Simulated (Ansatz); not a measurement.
# Band gap of SnWO4 (Pnna) from density functionals to GW, part 2 of 2

Wanted: a ladder of band gaps for SnWO4 (Pnna), from density functionals to G0W0.

Ansatz 0.2.0; density functionals, hybrids and G0W0, plane waves, PAW. Known limits of the many-body steps: finite bands, screening cutoff and k mesh; no spin-orbit coupling in G0W0.

So far. Step 4 (HSE06 on the 4×2×4 mesh): Over mesh and listed points the gap is 2.078 eV, from k = (0.000, 0.000, 0.250) to k = Γ. The least direct gap found is 2.135 eV, at k = (0.000, 0.500, 0.000). HSE06 against LDA: 2.078 − 1.350 = +0.728 eV. The runs also differ in mesh (4×2×6 and 4×2×4), and the valence top lies at another k point, so how much of this comes from the functional alone is not known.

**6. G0W0@LDA, 4×2×4 mesh, 1505 empty bands, screening to 160 eV, hard PAW files**

G0W0 replaces the xc potential by a self-energy built once from the orbitals of the start. Levels are corrected in the window of bands that the input names, at points of the mesh.

This step: G0W0 on LDA, plane waves, PAW.

input.yaml reads:

```yaml
crystal:
  lattice:
    - [5.627, 0.0, 0.0]
    - [0.0, 11.6486, 0.0]
    - [0.0, 0.0, 4.9973]
  atoms:
    - { symbol: Sn, position: [0.25, 0.0, 0.2196] }
    - { symbol: Sn, position: [0.25, 0.5, 0.2804] }
    - { symbol: Sn, position: [0.75, 0.0, 0.7804] }
    - { symbol: Sn, position: [0.75, 0.5, 0.7196] }
    - { symbol: W, position: [0.6677, 0.25, 0.25] }
    - { symbol: W, position: [0.8323, 0.75, 0.25] }
    - { symbol: W, position: [0.3323, 0.75, 0.75] }
    - { symbol: W, position: [0.1677, 0.25, 0.75] }
    - { symbol: O, position: [0.3765, 0.2987, 0.9988] }
    - { symbol: O, position: [0.1235, 0.7013, 0.9988] }
    - { symbol: O, position: [0.3765, 0.2013, 0.5012] }
    - { symbol: O, position: [0.1235, 0.7987, 0.5012] }
    - { symbol: O, position: [0.6235, 0.7013, 0.0012] }
    - { symbol: O, position: [0.8765, 0.2987, 0.0012] }
    - { symbol: O, position: [0.6235, 0.7987, 0.4988] }
    - { symbol: O, position: [0.8765, 0.2013, 0.4988] }
    - { symbol: O, position: [0.1019, 0.3961, 0.6037] }
    - { symbol: O, position: [0.3981, 0.6039, 0.6037] }
    - { symbol: O, position: [0.1019, 0.1039, 0.8963] }
    - { symbol: O, position: [0.3981, 0.8961, 0.8963] }
    - { symbol: O, position: [0.8981, 0.6039, 0.3963] }
    - { symbol: O, position: [0.6019, 0.3961, 0.3963] }
    - { symbol: O, position: [0.8981, 0.8961, 0.1037] }
    - { symbol: O, position: [0.6019, 0.1039, 0.1037] }
kpoints:
  mp_grid: { grid: [4, 2, 4] }
hamiltonian:
  xc: lda
  pseudopotentials: { kind: paw, source: ansatz }
scf:
  occupations: { method: fixed }
gw:
  n_empty_bands: 1505
  ecut_chi: 160.0
  qp_bands: [v4, c4]
  qp_kpoints: band_edges
  screening: { model: contour_deformation }
```

Started as:

```console
> ansatz run input.yaml --threads 16 --pin off --max-ram 92160MiB --backend cuda --events-out ev --progress --plain --runs-dir out --devices 1 --max-vram 157GiB
```

Numbers of over 12 decimals in the logs are rounded to 6 here.

What it wrote:

```text
GPUs: using 1 of 1 available (devices: 1).
[...]
Crystal: 24 atoms, lattice volume = 327.556 Å³
Basis set: ecut = 930 eV, 21159 PW (Γ)
Bands: 178, of which v1, the nominal top of the filled ones, is band 148 counted from 1 (147 counted from 0)
Symmetry: 8 space group operations
[...]
k-points: 18 of 32
[...]
10   150     12.3003   -15.7949    -4.4694   -21.1275  0.7499    13.1813    13.1635  root
    10   151     12.5861   -15.8452    -4.3365   -21.0175  0.7477    13.4386    13.4219  root
[...]
17   149     12.2818   -15.6364    -4.3592   -20.8391  0.7552    13.1403    13.1252  root
    17   150     12.2818   -15.6364    -4.3592   -20.8391  0.7552    13.1403    13.1252  root
    17   151     12.6020   -16.2292    -4.2901   -21.3711  0.7441    13.4719    13.4539  root
    17   152     12.6020   -16.2292    -4.2901   -21.3711  0.7441    13.4719    13.4539  root
[key lines of the parts left out:]
SCF converged after 11 iterations
```

Run time: 4.6 min. Hardware: 1 × NVIDIA GB200 with 16 threads of Arm Neoverse V2, shared host; peak memory 19 GiB.

Numbers from this step:

* bands summed: 1653
* RPA ε∞ on this mesh (eigenvalues): 6.318, 6.536, 7.761
* plane waves in the screening matrix: 1517
* G0W0 gap over the corrected points: 2.498 eV
* k of the valence top: 0, 0, 0.25
* k of the conduction bottom: 0, 0, 0
* starting gap on the mesh: 1.357 eV
* Z at the valence top: 0.7552
* Z at the conduction bottom: 0.7578
* least direct G0W0 gap over the corrected points: 2.554 eV

Over 17 of 18 irreducible mesh points the G0W0 gap is 2.498 eV, from k = (0.000, 0.000, 0.250) to k = Γ. The LDA gap of this run on the mesh is 1.357 eV. The two states that bound the G0W0 gap lie that far apart at the start, so the correction of the gap is 2.498 − 1.357 = +1.141 eV.

**7. Gap and time by level**

Each gap is the least one over the points named; times are wall times on shared hosts, not benchmarks. A G0W0 time includes the run's own self-consistent start. Runs with listed points see these and the mesh alone, so an edge that moves elsewhere is missed. Rows marked * are further runs, not shown as steps, whose inputs differ from the G0W0 step on the same start in the columns given; solver thresholds can differ too.

```csv
level,mesh,"files, cutoff","bands summed, screening",points,gap (eV),valence top,conduction bottom,least direct gap (eV),time
LDA,4×2×6,"soft_2 PAW, 420 eV",-,mesh and path,1.350,"(0.000, 0.000, 0.300)",Γ,1.416,2.9 s
LDA+SOC,4×2×6,"soft_2 PAW, 420 eV",-,mesh and listed points,1.316,"(0.000, 0.000, 0.300)","(0.000, 0.500, 0.100)",1.353,3.6 s
HSE06,4×2×4,"soft_2 PAW, 420 eV",-,mesh and listed points,2.078,"(0.000, 0.000, 0.250)",Γ,2.135,39 s
HSE06+SOC,4×2×4,"soft_2 PAW, 420 eV",-,mesh and listed points,2.038,"(0.000, 0.000, 0.250)","(0.000, 0.500, 0.100)",2.064,2.3 min
G0W0@LDA*,4×2×4,"hard PAW, 930 eV","891, 100 eV",17 of 18 irreducible mesh points,2.508,"(0.000, 0.000, 0.250)",Γ,2.569,2.1 min
G0W0@LDA,4×2×4,"hard PAW, 930 eV","1653, 160 eV",17 of 18 irreducible mesh points,2.498,"(0.000, 0.000, 0.250)",Γ,2.554,4.6 min
```

**8. What came out**

- LDA, over mesh and path: 1.350 eV
- LDA+SOC, over mesh and listed points: 1.316 eV
- HSE06, over mesh and listed points: 2.078 eV
- HSE06+SOC, over mesh and listed points: 2.038 eV
- G0W0@LDA (1653 bands, 4×2×4), over 17 of 18 irreducible mesh points: 2.498 eV
- known limits: finite bands, screening cutoff and k mesh; no spin-orbit coupling in G0W0

What this shows: The rows run from 1.316 eV (LDA+SOC) to 2.508 eV (G0W0@LDA (891 bands, 4×2×4)). They differ in mesh, files, plane-wave cutoff, bands and screening cutoff of G0W0 and the points over which the gap was sought as well as in level, so only pairs that share these are like for like. No two rows share mesh, files, cutoffs and edge points. G0W0@LDA (1653 bands, 4×2×4) moves the gap of its own start on the mesh by 2.498 − 1.357 = +1.141 eV, between the same two levels. Over mesh and path, LDA puts the valence top at k = (0.000, 0.000, 0.300), where no G0W0 correction was computed. The G0W0 gap over the whole zone is therefore not known from this run; at its settings it can only be equal to or under the 2.498 eV found, and no correction is carried over from another point. For the start itself the gap is 1.350 eV over mesh and path and 1.357 eV on the mesh of the G0W0 run, in runs that differ in mesh (4×2×6 and 4×2×4), files (soft_2 PAW and hard PAW) and plane-wave cutoff (420 eV and 930 eV). What spin-orbit coupling does to the G0W0 levels was not computed, so no sum with the G0W0 gap is formed. For G0W0@LDA: from 891 bands and 100 eV to 1653 bands and 160 eV the gap moves by 2.498 − 2.508 = −0.010 eV; bands and screening cutoff rise together, so their parts are not told apart. Two runs can't test a law of convergence, so the limit is not known. The G0W0 runs are scalar-relativistic. No pair of G0W0 runs that differ in the mesh alone is shown (4×2×4 is a supercell whose nearest images lie 20 Å apart), so the error from the mesh is not known here. G0W0 is shown with one set of atomic data (hard PAW), so the error from the files is not known here.

[Paths, hosts, dates, memory and timing lines, banners, echoed tables and standing remarks are left out of the program output.]

[Logs are printed without paths, hosts, clocks, repeated set-up lines and the standing remarks that a program may print on its own settings, such as how far it seeks lower states.]

[Runs of the session that timed out or met a known fault of the program may be left out.]

[Cells called generated may have been cut or substituted from an entry of the Crystallography Open Database or the Materials Project.]

[Hosts, paths, dates, database ids (printed as entryN), source tags and the programs' standing remarks are cut or masked in the printed files.]

[Where an RPA ε∞ is given, it is that of the G0W0 mesh and is not shown converged in it. Names of k-points follow the symmetry that the program found, which can be lower than the space group named. Band edges on a path are those of the sampled points; other points can move an edge, and change direct to indirect where valleys lie close.]

[Hybrid gaps are those of their k-mesh and are not shown converged in it.]
